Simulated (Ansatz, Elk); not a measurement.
# CuMoN2: X-ray structure factors from the self-consistent density

Structure refinements treat a crystal as free atoms side by side. For a made-up structure of CuMoN2 (cell and positions from a PBE relaxation) the runs below show what the calculated density changes in F(hkl).

Calculated with Elk 11.2.3 (patched build); DFT, PBE, all-electron APW+lo, Dirac cores, scalar-relativistic bands, static density, no spin.

The structure was built from a prototype and need not be the compound's stable phase.

## Step 1: Set-up

The structure is orthorhombic, space group Cmcm (No. 63). Conventional cell: a = 2.861 Å, b = 5.173 Å, c = 10.899 Å, α = 90.00°, β = 90.00°, γ = 90.00°. Nearest to Mo lie 6 N at 2.09 to 2.10 Å. Nearest to Cu lie 4 N at 2.08 Å. Nearest to N lie 2 Cu at 2.08 Å and 3 Mo at 2.09 to 2.10 Å. Farther neighbours and most contacts between anions are not listed.

## Step 2: Ground state and structure factors

An all-electron density is needed, since X-rays see the cores too. Task 0 finds the density and task 195 Fourier-transforms it; tshift is off so that phases refer to the origin typed.

The input, elk.in:

```
tasks
  0
  195

xctype
  20

spinpol
  .false.

rgkmax
  7.0

gmaxvr
  14.0

lmaxo
  7

lmaxapw
  8

swidth
  0.002

tshift
  .false.

ramdisk
  .false.

hmaxvr
  5.5

maxscl
  120

epspot
  1e-06

sppath
  './'

avec
  2.70335557509 -4.88824227514 -0.00000000000
  2.70335557509 4.88824227514 -0.00000000000
  -0.00000000000 -0.00000000000 20.59649261306

atoms
  3
  'Mo.in'
  2
  0.8722878980 0.1277121020 0.7500000000   0.000000 0.000000 0.000000
  0.1277121020 0.8722878980 0.2500000000   0.000000 0.000000 0.000000
  'Cu.in'
  2
  -0.0000000000 0.0000000000 0.5000000000   0.000000 0.000000 0.000000
  -0.0000000000 0.0000000000 0.0000000000   0.000000 0.000000 0.000000
  'N.in'
  4
  0.5466543256 0.4533456744 0.8636325177   0.000000 0.000000 0.000000
  0.4533456744 0.5466543256 0.1363674823   0.000000 0.000000 0.000000
  0.4533456744 0.5466543256 0.3636325177   0.000000 0.000000 0.000000
  0.5466543256 0.4533456744 0.6363674823   0.000000 0.000000 0.000000

ngridk
  9 9 2
```

Run with:

```sh
OMP_NUM_THREADS=4 elk
```

Numbers of over 12 decimals in the logs are rounded to 6 here.

What it wrote:

```text
┌─────────────────────────┐
│ Elk code version 11.2.3 │
└─────────────────────────┘

All units are atomic (Hartree, Bohr, etc.)

┌─────────────────────────────────────────────────┐
│ Ground-state run starting from atomic densities │
└─────────────────────────────────────────────────┘

Lattice vectors :
   2.703355575      -4.888242275      -0.000000000
   2.703355575       4.888242275      -0.000000000
  -0.000000000      -0.000000000       20.59649261

Reciprocal lattice vectors :
   1.162108560     -0.6426834999       0.000000000
   1.162108560      0.6426834999       0.000000000
   0.000000000       0.000000000      0.3050609356

Unit cell volume      :    544.3511709
Brillouin zone volume :   0.4556804995

Muffin-tin inner radius fraction :   0.1000000000E-01

Nuclei treated as point charges

Species : 1 (Mo)
 parameters loaded from : Mo.in
 name : molybdenum
 nuclear charge    :   -42.00000000
 electronic charge :    42.00000000
 atomic mass :    174887.9214
 muffin-tin radius :    2.305302253
 number of radial points in muffin-tin :   1193
 inner part over the whole radius :   0.9979877110E-02
 number on inner part of muffin-tin    :    846
 approximate nuclear radius :   0.8334154960E-04
 number of mesh points to nuclear radius :    423
 atomic positions (lattice), magnetic fields (Cartesian) :
  1 :  -0.12771210  0.12771210 -0.25000000    0.00000000  0.00000000  0.00000000
  2 :   0.12771210 -0.12771210  0.25000000    0.00000000  0.00000000  0.00000000

Species : 2 (Cu)
 parameters loaded from : Cu.in
 name : copper
 nuclear charge    :   -29.00000000
 electronic charge :    29.00000000
 atomic mass :    115837.2717
 muffin-tin radius :    2.327286102
 number of radial points in muffin-tin :    993
 inner part over the whole radius :   0.9983084449E-02
 number on inner part of muffin-tin    :    701
 approximate nuclear radius :   0.7406004541E-04
 number of mesh points to nuclear radius :    337
 atomic positions (lattice), magnetic fields (Cartesian) :
  1 :   0.00000000  0.00000000  0.50000000    0.00000000  0.00000000  0.00000000
  2 :   0.00000000  0.00000000  0.00000000    0.00000000  0.00000000  0.00000000

Species : 3 (N)
 parameters loaded from : N.in
 name : nitrogen
 nuclear charge    :   -7.000000000
 electronic charge :    7.000000000
 atomic mass :    25532.65216
 muffin-tin radius :    1.547624392
 number of radial points in muffin-tin :    593
 inner part over the whole radius :   0.9903129792E-02
 number on inner part of muffin-tin    :    405
 approximate nuclear radius :   0.4939692610E-04
 number of mesh points to nuclear radius :    171
 atomic positions (lattice), magnetic fields (Cartesian) :
  1 :  -0.45334567  0.45334567 -0.13636748    0.00000000  0.00000000  0.00000000
  2 :   0.45334567 -0.45334567  0.13636748    0.00000000  0.00000000  0.00000000
  3 :   0.45334567 -0.45334567  0.36363252    0.00000000  0.00000000  0.00000000
  4 :  -0.45334567  0.45334567 -0.36363252    0.00000000  0.00000000  0.00000000

Total number of atoms per unit cell :    8
Total muffin-tin volume :    270.3452485
 ratio of muffin-tin to unit cell volume :   0.4966375806

Spin treatment :
 spin-unpolarised

Number of Bravais lattice symmetries :    8
Number of crystal symmetries         :    8
Crystal has inversion symmetry
Real symmetric eigensolver will be used

k-point grid :      9     9     2
k-point offset :    0.000000000       0.000000000       0.000000000
k-point set is reduced with full crystal symmetry group
Total number of k-points :       50

Muffin-tin radius times maximum |G+k| :    7.000000000
 using average radius
Maximum |G+k| for APW functions       :    3.623264763
Maximum (1/2)|G+k|²                   :    6.564023771
Maximum |G| for potential and density :    14.00000000
Constant for pseudocharge density :    8
 order of it for each species :   15  15  15
 order of it for pair densities of each species (exact exchange by exxq0 0: 16) :   14  14   5
Radial integration step length :    1

[...]
exchange                    :     -400.35578821991
 correlation                 :     -8.138919
 electron entropic           :    -0.18655938253751E-02
 total energy                :     -11629.563414143

Density of states at Fermi energy :    130.8993644
 (states/Hartree/unit cell)

Estimated indirect band gap :   0.1543838090E-02
 from k-point 27 to k-point 20
Estimated direct band gap   :   0.5755638901E-02
 at k-point 3

Charges :
 core                        :    88.00000000
 valence                     :    82.00000000
 interstitial                :    11.83007982
 muffin-tins (core leakage)
  species : 1 (Mo)
[...]
species : 2 (Cu)
[...]
species : 3 (N)
[...]
total in muffin-tins        :    158.1699202
 total calculated charge     :    169.9982641
 total charge                :    170.0000000
 error                       :   0.1735937523E-02

RMS change in Kohn-Sham potential (target) :    1.487213089     (  0.1000000000E-05)
Absolute change in total energy (target)   :   0.9286103717     (  0.1000000000E-03)

[... loops 3 to 17 left out ...]

┌──────────────────┐
│ Loop number : 18 │
└──────────────────┘

Energies :
 Fermi                       :     0.383419
 sum of occupied eigenvalues :     -6810.4473187491
 electron kinetic            :      11981.951070686
 core electron kinetic       :      11378.138861304
 Coulomb                     :     -23199.667206100
 Coulomb potential           :     -18258.186912005
 nuclear-nuclear             :     -1594.3410740593
 electron-nuclear            :     -24996.171442979
 Hartree                     :      3390.8453109389
 Madelung                    :     -14070.573750097
 xc potential                :     -534.21147743008
 exchange                    :     -402.35313782567
 correlation                 :     -8.205977
 electron entropic           :    -0.12378467179185E-02
 total energy                :     -11628.276488478

Density of states at Fermi energy :    92.67323448
 (states/Hartree/unit cell)

Estimated indirect band gap :   0.1006048234E-02
 from k-point 39 to k-point 16
Estimated direct band gap   :   0.6030105977E-02
 at k-point 16

Charges :
 core                        :    88.00000000
 valence                     :    82.00000000
 interstitial                :    11.34030033
 muffin-tins (core leakage)
  species : 1 (Mo)
[...]
species : 2 (Cu)
[...]
species : 3 (N)
[...]
total in muffin-tins        :    158.6596997
 total calculated charge     :    169.9984815
 total charge                :    170.0000000
 error                       :   0.1518541442E-02

RMS change in Kohn-Sham potential (target) :   0.7253192361E-06 (  0.1000000000E-05)
Absolute change in total energy (target)   :   0.6354533252E-04 (  0.1000000000E-03)

Convergence targets achieved

┌──────────────────┐
│ Loop number : 19 │
└──────────────────┘

Energies :
 Fermi                       :     0.383419
 sum of occupied eigenvalues :     -6810.4473271945
 electron kinetic            :      11981.951080135
 core electron kinetic       :      11378.138865252
 Coulomb                     :     -23199.667215883
 Coulomb potential           :     -18258.186912292
 nuclear-nuclear             :     -1594.3410740593
 electron-nuclear            :     -24996.171462419
 Hartree                     :      3390.8453205952
 Madelung                    :     -14070.573759737
 xc potential                :     -534.21149503715
 exchange                    :     -402.35313835098
 correlation                 :     -8.205977
 electron entropic           :    -0.12378464472661E-02
 total energy                :     -11628.276489372

Density of states at Fermi energy :    92.67321371
 (states/Hartree/unit cell)

Estimated indirect band gap :   0.1006042819E-02
 from k-point 39 to k-point 16
Estimated direct band gap   :   0.6030103605E-02
 at k-point 16

Charges :
 core                        :    88.00000000
 valence                     :    82.00000000
 interstitial                :    11.34030032
 muffin-tins (core leakage)
  species : 1 (Mo)
[...]
species : 2 (Cu)
[...]
species : 3 (N)
[...]
atom 2                    :    5.765020497     (  0.2428868402E-05)
   atom 3                    :    5.765020497     (  0.2428868402E-05)
   atom 4                    :    5.765020497     (  0.2428868402E-05)
 total in muffin-tins        :    158.6596997
 total calculated charge     :    169.9984815
 total charge                :    170.0000000
 error                       :   0.1518541895E-02

┌──────────────────────────────┐
│ Self-consistent loop stopped │
└──────────────────────────────┘

Warning : core states of species 2 leak from the muffin-tin :   0.2382823357E-03

Wrote STATE.OUT
```

Wall time 99 s (4 threads of Arm Neoverse V1, shared host); peak memory 0.24 GiB; 5.8 min of CPU time.

SFACRHO.OUT:

```text

h k l indices transformed by vhmat matrix:
   1.000000000       0.000000000       0.000000000    
   0.000000000       1.000000000       0.000000000    
   0.000000000       0.000000000       1.000000000    

      h      k      l  multipl.   |H|            Re(F)            Im(F)           |F|

      0      0      0      1   0.0000000       170.00000      0.29844650E-15   170.00000    
      0      0      1      2  0.30506094     -0.14636631E-13 -0.23607469E-14  0.14825791E-13
      0      0     -2      2  0.61012187      -27.283444     -0.16053079E-13   27.283444    
      0      0     -3      2  0.91518281      0.39188398E-13  0.58310448E-13  0.70255526E-13
      0      0      4      2   1.2202437       96.001243      0.45326340E-13   96.001243    
     -1      1      0      2   1.2853670       61.036951      0.12511959E-13   61.036951    
      1     -1     -1      2   1.3210717       57.909838      0.27030552E-13   57.909838    
      1     -1      1      2   1.3210717      -57.909838     -0.19830274E-13   57.909838    
      0      1      0      4   1.3279828       73.924693     -0.21246722E-13   73.924693    
      0      1     -1      4   1.3625713      -51.098788      0.19358124E-13   51.098788    
     -1      0      1      4   1.3625713       51.098788     -0.15580929E-13   51.098788    
      1     -1      2      2   1.4228201       45.463271      0.25732141E-13   45.463271    
      1     -1     -2      2   1.4228201       45.463271     -0.33050456E-14   45.463271    
      0      1     -2      4   1.4614332       3.1102529     -0.33050456E-14   3.1102529    
      1      0     -2      4   1.4614332       3.1102529     -0.25023917E-13   3.1102529    
      0      0      5      2   1.5253047     -0.65864838E-13 -0.78376797E-13  0.10237724E-12
      1     -1     -3      2   1.5778872      -67.091575      0.18885975E-13   67.091575    
      1     -1      3      2   1.5778872       67.091575     -0.21549193E-13   67.091575
```

Elk indexes on the primitive cell of elk.in and gives |H| = 4π sin θ/λ in inverse bohr. Below, one row stands for each form hkl of the conventional cell (m members, Friedel mates merged), F is for one primitive cell and the density is static (no thermal factor). Free-atom factors are Waasmaier and Kirfel's, and R is Σm||F|−|F'||/Σm|F|.

| hkl | m | sin θ/λ (Å⁻¹) | abs F, DFT | neutral atoms | diff. |
| --- | --- | --- | --- | --- | --- |
| 001 | 2 | 0.046 | 0.000 | 0.000 | +0.000 |
| 002 | 2 | 0.092 | 27.283 | 27.127 | +0.157 |
| 003 | 2 | 0.138 | 0.000 | 0.000 | +0.000 |
| 004 | 2 | 0.183 | 96.001 | 97.861 | -1.860 |
| 020 | 2 | 0.193 | 61.037 | 60.835 | +0.202 |
| 021 | 4 | 0.199 | 57.910 | 58.799 | -0.889 |
| 110 | 4 | 0.200 | 73.925 | 75.762 | -1.837 |
| 111 | 8 | 0.205 | 51.099 | 51.267 | -0.168 |
| 022 | 4 | 0.214 | 45.463 | 46.204 | -0.740 |
| 112 | 8 | 0.220 | 3.110 | 3.226 | -0.116 |
| 005 | 2 | 0.229 | 0.000 | 0.000 | +0.000 |
| 023 | 4 | 0.237 | 67.092 | 67.356 | -0.264 |
| 113 | 8 | 0.242 | 41.705 | 42.202 | -0.497 |
| 024 | 4 | 0.267 | 27.650 | 28.609 | -0.959 |
| 114 | 8 | 0.271 | 95.820 | 96.156 | -0.336 |
| 006 | 2 | 0.275 | 11.626 | 11.668 | -0.042 |
| 025 | 4 | 0.300 | 63.299 | 63.280 | +0.019 |
| 115 | 8 | 0.304 | 37.073 | 37.266 | -0.193 |
| 007 | 2 | 0.321 | 0.000 | 0.000 | +0.000 |
| 026 | 4 | 0.336 | 42.874 | 42.993 | -0.119 |
| 130 | 4 | 0.339 | 10.457 | 10.039 | +0.418 |
| 116 | 8 | 0.340 | 5.247 | 4.768 | +0.479 |

## Step 3: The highest occupied states alone

An energy window below the Fermi level keeps the highest occupied states, to see at which angles they scatter; shallow core shells can lie inside it and anion s states outside. No new self-consistency is needed.

Changes to elk.in since step 2:

```diff
@@ -1,3 +1,2 @@
 tasks
-  0
   195
@@ -40,2 +39,5 @@
 
+wsfac
+  -0.167820 0.683420
+
 sppath
```

Run with:

```sh
OMP_NUM_THREADS=4 elk
```

What it wrote:

```text
┌─────────────────────────────────┐
│ Elk code version 11.2.3 started │
└─────────────────────────────────┘

Info(readinput): the functional depends on the density's gradient
 muffin-tin radial points multiplied by    2.00000
 (not where nrmtscf is given)

┌────────────────────┐
│ Current task : 195 │
└────────────────────┘
Info(checkmt): changed muffin-tin radius of species 1 (Mo) from   2.6000 to   2.3053
Info(checkmt): changed muffin-tin radius of species 2 (Cu) from   2.4000 to   2.3273
Info(checkmt): changed muffin-tin radius of species 3 (N) from   1.8000 to   1.5476

Info(sfacrho): density structure factors written to SFACRHO.OUT

 Energy window :  -0.1678200000      0.6834200000

┌──────────────────┐
│ Elk code stopped │
└──────────────────┘
```

It took 14 s on 4 threads; peak memory 0.19 GiB; 21 s of CPU time.

States within 15 eV below the Fermi level hold 51.64 electrons; any levels below the window count with the cores, and a count that is not whole means the window cuts a band. Their amplitudes can exceed the total, where window and core parts have opposite phase:

| hkl | sin θ/λ (Å⁻¹) | abs F, window | abs F, all |
| --- | --- | --- | --- |
| 001 | 0.046 | 0.000 | 0.000 |
| 002 | 0.092 | 8.878 | 27.283 |
| 003 | 0.138 | 0.000 | 0.000 |
| 004 | 0.183 | 6.562 | 96.001 |
| 020 | 0.193 | 22.455 | 61.037 |
| 021 | 0.199 | 1.816 | 57.910 |
| 110 | 0.200 | 5.399 | 73.925 |
| 111 | 0.205 | 3.803 | 51.099 |
| 022 | 0.214 | 11.875 | 45.463 |
| 112 | 0.220 | 12.464 | 3.110 |

## Step 4: Another functional

The difference from free atoms is small, so it is set against the change that PBEsol makes.

Changes to elk.in since step 3:

```diff
@@ -1,2 +1,3 @@
 tasks
+  0
   195
@@ -4,3 +5,3 @@
 xctype
-  20
+  22
 
@@ -39,5 +40,2 @@
 
-wsfac
-  -0.167820 0.683420
-
 sppath
```

Run with:

```sh
OMP_NUM_THREADS=4 elk
```

What it wrote:

```text
┌─────────────────────────┐
│ Elk code version 11.2.3 │
└─────────────────────────┘

All units are atomic (Hartree, Bohr, etc.)

┌─────────────────────────────────────────────────┐
│ Ground-state run starting from atomic densities │
└─────────────────────────────────────────────────┘

Lattice vectors :
   2.703355575      -4.888242275      -0.000000000
   2.703355575       4.888242275      -0.000000000
  -0.000000000      -0.000000000       20.59649261

Reciprocal lattice vectors :
   1.162108560     -0.6426834999       0.000000000
[...]
species : 2 (Cu)
[...]
species : 3 (N)
[...]
atom 3                    :    5.741909784     (  0.2519280290E-05)
   atom 4                    :    5.741909784     (  0.2519280290E-05)
 total in muffin-tins        :    158.5882900
 total calculated charge     :    169.9984973
 total charge                :    170.0000000
 error                       :   0.1502731011E-02

┌──────────────────────────────┐
│ Self-consistent loop stopped │
└──────────────────────────────┘

Warning : core states of species 2 leak from the muffin-tin :   0.2434414880E-03

Wrote STATE.OUT
[key lines of the parts left out:]
total energy                :     -11620.526366644
```

The job ended after 1.7 min (4 threads; peak memory 0.24 GiB; 6.1 min of CPU time).

Against the first run R = 0.03 %; the largest change is -0.098 at 114.

## Step 5: Basis size

The basis and the expansions that go with it are enlarged, to see whether the differences are converged.

Changes to elk.in since step 4:

```diff
@@ -5,3 +5,3 @@
 xctype
-  22
+  20
 
@@ -11,12 +11,12 @@
 rgkmax
-  7.0
+  8.5
 
 gmaxvr
-  14.0
+  18.0
 
 lmaxo
-  7
+  9
 
 lmaxapw
-  8
+  10
```

Run with:

```sh
OMP_NUM_THREADS=4 elk
```

What it wrote:

```text
┌─────────────────────────┐
│ Elk code version 11.2.3 │
└─────────────────────────┘

All units are atomic (Hartree, Bohr, etc.)

┌─────────────────────────────────────────────────┐
│ Ground-state run starting from atomic densities │
└─────────────────────────────────────────────────┘

Lattice vectors :
   2.703355575      -4.888242275      -0.000000000
   2.703355575       4.888242275      -0.000000000
  -0.000000000      -0.000000000       20.59649261

Reciprocal lattice vectors :
   1.162108560     -0.6426834999       0.000000000
[...]
species : 2 (Cu)
[...]
species : 3 (N)
[...]
atom 3                    :    5.774269333     (  0.2432228632E-05)
   atom 4                    :    5.774269333     (  0.2432228632E-05)
 total in muffin-tins        :    158.7045414
 total calculated charge     :    169.9990839
 total charge                :    170.0000000
 error                       :   0.9161253279E-03

┌──────────────────────────────┐
│ Self-consistent loop stopped │
└──────────────────────────────┘

Warning : core states of species 2 leak from the muffin-tin :   0.2384527391E-03

Wrote STATE.OUT
[key lines of the parts left out:]
total energy                :     -11628.297098576
```

Run time: 4.9 min. Hardware: 4 threads; peak memory 0.47 GiB.

Against the first run R = 0.02 %; the largest change is +0.020 at 200.

## Step 6: Settings against the effect

| run | R against the first run (%) | R against neutral atoms, low angle (%) | wall time |
| --- | --- | --- | --- |
| PBE, rgkmax 7 | 0.00 | 1.07 | 99 s |
| PBEsol | 0.03 | 1.09 | 1.7 min |
| rgkmax 8.5 with larger expansions | 0.02 | 1.07 | 4.9 min |

## Step 7: Results

| Item | Value |
| --- | --- |
| R against neutral atoms, sin θ/λ < 0.3 Å⁻¹ | 1.07 % |
| R against neutral atoms, 0.3 to 0.69 Å⁻¹ | 0.44 % |

In words: Independent neutral atoms miss the calculated amplitudes by R = 1.07 % below 0.3 Å⁻¹ and 0.44 % from there to 0.69 Å⁻¹; by shells, 0.58 % below 0.15 Å⁻¹ (1 form), 1.08 % 0.15 to 0.3 (12 forms), 0.61 % 0.3 to 0.45 (31 forms), 0.37 % above 0.45 (91 forms). Bonding, aspherical density and the tables' own atoms all enter these figures, and the runs don't part them. The largest change of an amplitude is -1.86 electrons, at 004. The window's part falls from 51.6 electrons at the origin to at most 4.64 between 0.45 and 0.69 Å⁻¹, where compact states inside the window still scatter. Below 0.3 Å⁻¹ the changes that finished (PBEsol and rgkmax 8.5 with larger expansions) move F by R = 0.07 % at most, against the 1.07 % that separates it from free atoms. The k-mesh has no finished test. These runs have no spin, though d or f shells may be open. Part of the difference isn't bonding: the tables are fits to free atoms and ions calculated by other methods than this functional. Thermal motion, anomalous dispersion and extinction are left out.

[Logs are printed without paths, hosts, clocks, repeated set-up lines and the standing remarks that a program may print on its own settings, such as how far it seeks lower states.]

[Hosts, paths, dates, database ids (printed as entryN), source tags and the programs' standing remarks are cut or masked in the printed files.]
